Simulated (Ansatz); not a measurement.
# PaIr3 (Pm-3m): phonons at finite temperature

Aim: the vibrations and stability of PaIr3 with thermal and zero-point motion included.

Method: DFT LDA, scalar-relativistic, plane waves, PAW, in Ansatz 0.2.0.

## 1. The structure

Symmetry: Pm-3m, No. 221, cubic system. The conventional cell has a = 4.047 Å, b = 4.047 Å, c = 4.047 Å, α = 90.00°, β = 90.00°, γ = 90.00°. Nearest to Pa lie 12 Ir at 2.86 Å. Nearest to Ir lie 4 Pa at 2.86 Å and 8 Ir at 2.86 Å. Farther neighbours are not listed.

## 2. A first coarse run

A cheap single point shows whether the cell is a metal or an insulator and how far it is from rest; that sets the k-mesh and the occupations of what follows.

File input.yaml:

```yaml
crystal:
  lattice:
    - [4.047, 0.0, 0.0]
    - [0.0, 4.047, 0.0]
    - [0.0, 0.0, 4.047]
  atoms:
    - { symbol: Pa, position: [0.0, 0.0, 0.0] }
    - { symbol: Ir, position: [0.0, 0.5, 0.5] }
    - { symbol: Ir, position: [0.5, 0.0, 0.5] }
    - { symbol: Ir, position: [0.5, 0.5, 0.0] }
kpoints:
  mp_grid: { grid: [4, 4, 4] }
hamiltonian:
  xc: lda
scf:
  occupations: { method: gaussian, width: 0.1 }
output:
  forces: true
  stress: true
  eigenvalues: true
```

On the command line:

```sh
$ ansatz run input.yaml --threads 18 --pin off --max-ram 92160MiB --backend cuda --events-out ev --progress --plain --runs-dir out
```

Numbers of over 12 decimals in the logs are rounded to 6 here.

The log of the run:

```text
band count auto-derived: 42 (N_el = 64.0; filled up to band 32; 39 by the electrons, moments and atoms)
Engine: ansatz 0.2.0, aarch64-unknown-linux-gnu
Pseudopotentials: kind: paw
Pseudopotential: Pa, paw, valence charge 13, recommended cutoff 420 eV (normal), Pa.paw.azcp
Pseudopotential: Ir, paw, valence charge 17, recommended cutoff 420 eV (normal), Ir.paw.azcp
Functional definition: SPW92
  exchange = slater_x
  correlation = pw_c
device memory: the entry about to start is reckoned to put 5.6 GiB on a device that reports 182.5 GiB free
GPU FFT provider: cuFFT
GPU libraries: cuBLAS 13.8.1, cuFFT 12.4.0, cuSOLVER 12.3.2
GPU matrix products: emulated (plane waves: as basis.precision tells), large ones in fixed point in workspaces of 1.00 GiB
Crystal: 4 atoms, lattice volume = 66.283 Å³
Basis set: ecut = 420 eV, 1309 PW (Γ)
Bands: 42, of which v1, the nominal top of the filled ones, is band 32 counted from 1 (31 counted from 0)
Symmetry: 48 space group operations
Space group: Pm-3m (ITA 221), of the structure as read, at distance tolerance 4.0e-5 Å
k-points: 10 of 64
Non-local potential: Pa, projectors of the file, l = 0: 3, l = 1: 2, l = 2: 2, l = 3: 3
Non-local potential: Ir, projectors of the file, l = 0: 3, l = 1: 2, l = 2: 2, l = 3: 1
PAW form: soft (Blöchl's): semilocal exchange-correlation on the pseudo side does not see the compensation charge
PAW frozen core: Pa, regenerated for the run's functional, and the local potential with it (the file was generated under x = pbe(κ = 0.804, μ = 0.219515), c = pbe(β = 0.066725))
PAW frozen core: Ir, regenerated for the run's functional, and the local potential with it (the file was generated under x = pbe(κ = 0.804, μ = 0.219515), c = pbe(β = 0.066725))
PAW one-centre angular grid: Pa, 590 points (default); XC on 64 Gauss nodes
PAW one-centre angular grid: Ir, 590 points (default); XC on 64 Gauss nodes
Initial density: superposition of atomic densities (neutral atoms: chi_scale 0, normalization atom), corrected by the library's trained network
Initial wavefunctions: pseudopotential atomic-orbital guess
GPU buffer pool allocated for 27000 grid points (all kernels)
GPU transforms: local potential and band sums: pruned to the plane-wave sphere, on 27×27×27
Functional: x = slater, c = lda
SCF iter   1: F=—  HF=-48272.250698 eV  |F-HF|=—  |Δ(HF+E_count)|=         —  Δρ=1.21e-2  dr2=1.39e-1  ethr=1.77e-3  ⟨swp⟩=5.2  Hψ=1442  notcnv=0
preconditioner: auto → Resta (q_TF=auto, 2.712 Å⁻¹)  ε∞=14.8  [insulator: Δε(μ)=0.114 eV  Ē_g=7.555 eV  σ=0.100 eV  W_gap=0.56  n_scr=26 (ndim 8)  ℏωp=28.1 eV  f_vac=0.000  D(μ)=2.35/eV (n_scr^D=18)  ε∞_Penn≈14.8]
SCF iter   2: F=—  HF=-48272.239899 eV  |F-HF|=—  |Δ(HF+E_count)|=   1.08e-2  Δρ=6.13e-3  dr2=3.46e-2  ethr=2.17e-4  ⟨swp⟩=1.0  Hψ=500  notcnv=0  defer=2
SCF iter   3: F=—  HF=-48272.236565 eV  |F-HF|=—  |Δ(HF+E_count)|=   3.33e-3  Δρ=6.88e-4  dr2=4.40e-4  ethr=5.40e-5  ⟨swp⟩=2.0  Hψ=468  notcnv=0  defer=2
SCF iter   4: F=—  HF=-48272.236580 eV  |F-HF|=—  |Δ(HF+E_count)|=   1.48e-5  Δρ=6.76e-5  dr2=1.40e-6  ethr=6.87e-7  ⟨swp⟩=2.5  Hψ=567  notcnv=0  defer=2
SCF iter   5: F=—  HF=-48272.236599 eV  |F-HF|=—  |Δ(HF+E_count)|=   1.91e-5  Δρ=1.03e-5  dr2=3.88e-8  ethr=2.20e-9  ⟨swp⟩=2.0  Hψ=588  notcnv=0  defer=2
SCF iter   6: F=-48272.236599 eV  HF=-48272.236599 eV  |F-HF|=1.16e-9  |Δ(HF+E_count)|=   1.07e-8  Δρ=1.97e-6  dr2=2.68e-9  ethr=6.07e-11  ⟨swp⟩=6.0  Hψ=1530  notcnv=0
SCF 1 converged in 6 iterations: F = -48272.236599 eV  dr2 = 2.68e-9
  greatest PAW one-centre occupation: 1.000 electrons in one spin orbital (limit 2), on the Ir atom at site 1 (counted from 0), in its partial waves of l = 0
SCF converged after 6 iterations
Free energy (F): -48272.236599 eV
Harris-Foulkes:  -48272.236599 eV  (|F-HF|=1.16e-9)
Internal energy: -48272.224386 eV  (E = F + TS)
E sigma→0 (E₀):  -48272.230493 eV
Entropy (-TS):   -0.012213 eV (-3.053 meV/atom)
Fermi energy:    23.199491 eV
--- Per-component energies (eV) ---
  E_band       = -240.667349
  E_kinetic    = 2126.026802
  E_local      = -3987.818950  (includes V_loc(G=0)·N_el)
  E_nonlocal   = 431.476059
  E_hartree    = 1546.133698
  E_xc         = -1037.855351
  E_vxc        = -1084.299200  (∫ρ·V_xc dr)
  E_paw        = -38951.089232  (= ΣΔE_a)
  E_vpaw       = -818.318324  (= ΣTr[D̂ρ^β])
  E_aug_tail   = 0.000161  (compensation charges beyond the density's cutoff)
  E_ewald      = -8400.604577
  E_core_change = 1.507003  (= ΣΔE_core)
  E_smearing   = -0.012213  (= −TS)
  E_closure    = 0.000000  (closes the sum)
  Σ components = -48272.236599   (vs F -48272.236599, Δ=0.00e0)
--- Forces (eV/Å), atoms counted from 1 ---
  atom   1  Pa    -0.00000000     0.00000000    -0.00000000
  atom   2  Ir     0.00000000     0.00000000     0.00000000
  atom   3  Ir     0.00000000    -0.00000000    -0.00000000
  atom   4  Ir    -0.00000000     0.00000000     0.00000000
  max |Σ_I F_I| component: 7.44e-29 eV/Å
--- Stress (GPa, compression-positive) ---
       -6.053284       0.000000       0.000000
        0.000000      -6.053284      -0.000000
        0.000000       0.000000      -6.053284
  P = ⅓ Tr σ = -6.0533 GPa (-60.533 kbar)
--- Band table (eV; the first three rows and the last of 10) ---
  k-point 0: bands = [... 28 lower, 23.8967, 24.2278, 24.2278, 24.2278, 24.3409, 24.3409, 24.3409, 24.4761, ... 6 higher]
  k-point 1: bands = [... 28 lower, 22.2997, 22.2997, 22.9722, 23.1683, 24.4788, 24.5129, 24.5129, 24.9528, ... 6 higher]
  k-point 2: bands = [... 28 lower, 21.4196, 21.4196, 21.4994, 22.9461, 24.4816, 25.1823, 25.1823, 25.2381, ... 6 higher]
  k-point 9: bands = [... 28 lower, 22.0656, 23.9794, 23.9794, 23.9794, 24.2036, 24.2036, 24.2036, 24.7519, ... 6 higher]
```

Wall time 1.4 s (1 × NVIDIA GB200 with 18 threads of Arm Neoverse V2, shared host); peak memory 1.1 GiB.

Numbers from this step:

```yaml
pressure: -6.053 GPa
volume_per_atom: 16.57 Å³/atom
gap_on_the_k_mesh: 0 eV
```

The start is under -6.1 GPa at this level and looks like a metal on this mesh.

## 3. The given cell once more, occupations Gaussian, smearing width 0.1 eV

The cell is kept at the size of the database entry and symmetry fixes every atom, so there is nothing to relax; the run only refines mesh or occupations.

Changes to input.yaml since step 2:

```diff
@@ -11,3 +11,3 @@
 kpoints:
-  mp_grid: { grid: [4, 4, 4] }
+  mp_grid: { grid: [10, 10, 10] }
 hamiltonian:
```

The mesh is denser.

The log of the run:

```text
[...]
GPU FFT provider: cuFFT
GPU libraries: cuBLAS 13.8.1, cuFFT 12.4.0, cuSOLVER 12.3.2
[...]
Crystal: 4 atoms, lattice volume = 66.283 Å³
Basis set: ecut = 420 eV, 1309 PW (Γ)
Bands: 42, of which v1, the nominal top of the filled ones, is band 32 counted from 1 (31 counted from 0)
Symmetry: 48 space group operations
[...]
k-points: 56 of 1000
[...]
GPU buffer pool allocated for 27000 grid points (all kernels)
[...]
SCF iter   1: F=—  HF=-48272.291795 eV  |F-HF|=—  |Δ(HF+E_count)|=         —  Δρ=1.13e-2  dr2=1.22e-1  ethr=1.77e-3  ⟨swp⟩=5.1  Hψ=8269  notcnv=0
[...]
SCF iter   6: F=-48272.280224 eV  HF=-48272.280224 eV  |F-HF|=4.42e-8  |Δ(HF+E_count)|=   4.24e-7  Δρ=8.67e-6  dr2=7.44e-8  ethr=1.56e-10  ⟨swp⟩=6.8  Hψ=9815  notcnv=0
SCF 1 converged in 6 iterations: F = -48272.280224 eV  dr2 = 7.44e-8
[...]
SCF converged after 6 iterations
Free energy (F): -48272.280224 eV
[...]
Internal energy: -48272.271265 eV  (E = F + TS)
E sigma→0 (E₀):  -48272.275744 eV
Entropy (-TS):   -0.008959 eV (-2.240 meV/atom)
Fermi energy:    23.388218 eV
[...]
--- Stress (GPa, compression-positive) ---
       -6.196049      -0.000000       0.000000
       -0.000000      -6.196049       0.000000
       -0.000000       0.000000      -6.196049
  P = ⅓ Tr σ = -6.1960 GPa (-61.960 kbar)
--- Band table (eV; the first three rows and the last of 56) ---
  k-point 0: bands = [... 28 lower, 23.9308, 24.2202, 24.2202, 24.2202, 24.3355, 24.3355, 24.3355, 24.4952, ... 6 higher]
  k-point 1: bands = [... 28 lower, 23.6522, 23.6522, 23.6811, 24.0517, 24.3542, 24.3542, 24.4957, 24.5424, ... 6 higher]
  k-point 2: bands = [... 28 lower, 22.7787, 22.7787, 23.3235, 23.4321, 24.4382, 24.4382, 24.4971, 24.8517, ... 6 higher]
  k-point 55: bands = [... 28 lower, 22.0480, 24.0037, 24.0037, 24.0037, 24.1995, 24.1995, 24.1995, 24.7448, ... 6 higher]
```

Elapsed: 1.4 s, on 1 × NVIDIA GB200 with 18 threads; peak memory 1.1 GiB.

This step gave:

| Quantity | Value |
| --- | --- |
| pressure | -6.196 GPa |

The static pressure at this volume is -6.2 GPa, so this functional's own equilibrium cell is smaller.

## 4. The given cell once more, occupations Methfessel-Paxton, smearing width 0.2 eV

The cell is kept at the size of the database entry and symmetry fixes every atom, so there is nothing to relax; the run only refines mesh or occupations.

Changes to input.yaml since step 3:

```diff
@@ -15,3 +15,3 @@
 scf:
-  occupations: { method: gaussian, width: 0.1 }
+  occupations: { method: methfessel_paxton, width: 0.2 }
 output:
```

The log of the run:

```text
[...]
GPU FFT provider: cuFFT
GPU libraries: cuBLAS 13.8.1, cuFFT 12.4.0, cuSOLVER 12.3.2
[...]
Crystal: 4 atoms, lattice volume = 66.283 Å³
Basis set: ecut = 420 eV, 1309 PW (Γ)
Bands: 42, of which v1, the nominal top of the filled ones, is band 32 counted from 1 (31 counted from 0)
Symmetry: 48 space group operations
[...]
k-points: 56 of 1000
[...]
GPU buffer pool allocated for 27000 grid points (all kernels)
[...]
SCF iter   1: F=—  HF=-48272.286394 eV  |F-HF|=—  |Δ(HF+E_count)|=         —  Δρ=1.13e-2  dr2=1.22e-1  ethr=1.77e-3  ⟨swp⟩=5.0  Hψ=7762  notcnv=0
[...]
SCF iter   6: F=-48272.274831 eV  HF=-48272.274831 eV  |F-HF|=4.36e-8  |Δ(HF+E_count)|=   4.28e-7  S|Δr|=    0.00e0  Δρ=8.69e-6  dr2=7.49e-8  ethr=1.56e-10  ⟨swp⟩=6.9  Hψ=9715  notcnv=0
SCF 1 converged in 6 iterations: F = -48272.274831 eV  dr2 = 7.49e-8
[...]
SCF converged after 6 iterations
Stability not checked: this state was not tested for a lower state beside it, because cold or Methfessel-Paxton smearing, or corrected tetrahedra, fill the levels in a way that the test cannot read (fill_not_monotonic; see scf.lower_state_search)
Free energy (F): -48272.274831 eV
[...]
Internal energy: -48272.276286 eV  (E = F + TS)
E sigma→0 (E₀):  -48272.275195 eV
Entropy (-TS):   0.001455 eV (0.364 meV/atom)
Fermi energy:    23.394369 eV
[...]
--- Stress (GPa, compression-positive) ---
       -6.224206       0.000000       0.000000
        0.000000      -6.224206       0.000000
        0.000000       0.000000      -6.224206
  P = ⅓ Tr σ = -6.2242 GPa (-62.242 kbar)
--- Band table (eV; the first three rows and the last of 56) ---
  k-point 0: bands = [... 28 lower, 23.9305, 24.2200, 24.2200, 24.2200, 24.3352, 24.3352, 24.3352, 24.4953, ... 6 higher]
  k-point 1: bands = [... 28 lower, 23.6522, 23.6522, 23.6807, 24.0516, 24.3540, 24.3540, 24.4958, 24.5422, ... 6 higher]
  k-point 2: bands = [... 28 lower, 22.7787, 22.7787, 23.3232, 23.4322, 24.4379, 24.4379, 24.4972, 24.8514, ... 6 higher]
  k-point 55: bands = [... 28 lower, 22.0483, 24.0036, 24.0036, 24.0036, 24.1992, 24.1992, 24.1992, 24.7445, ... 6 higher]
```

Wall time 1.4 s (1 × NVIDIA GB200 with 18 threads); peak memory 1.1 GiB; 2.6 s of CPU time.

This step gave:

```yaml
pressure: -6.224 GPa
```

The static pressure at this volume is -6.2 GPa, so this functional's own equilibrium cell is smaller.

[end of part 1 of 2]

[Logs are printed without paths, hosts, clocks, repeated set-up lines and the standing remarks that a program may print on its own settings, such as how far it seeks lower states.]

[Hosts, paths, dates, database ids (printed as entryN), source tags and the programs' standing remarks are cut or masked in the printed files.]

[A step with changed settings may run another functional than the one named; its input shows which.]
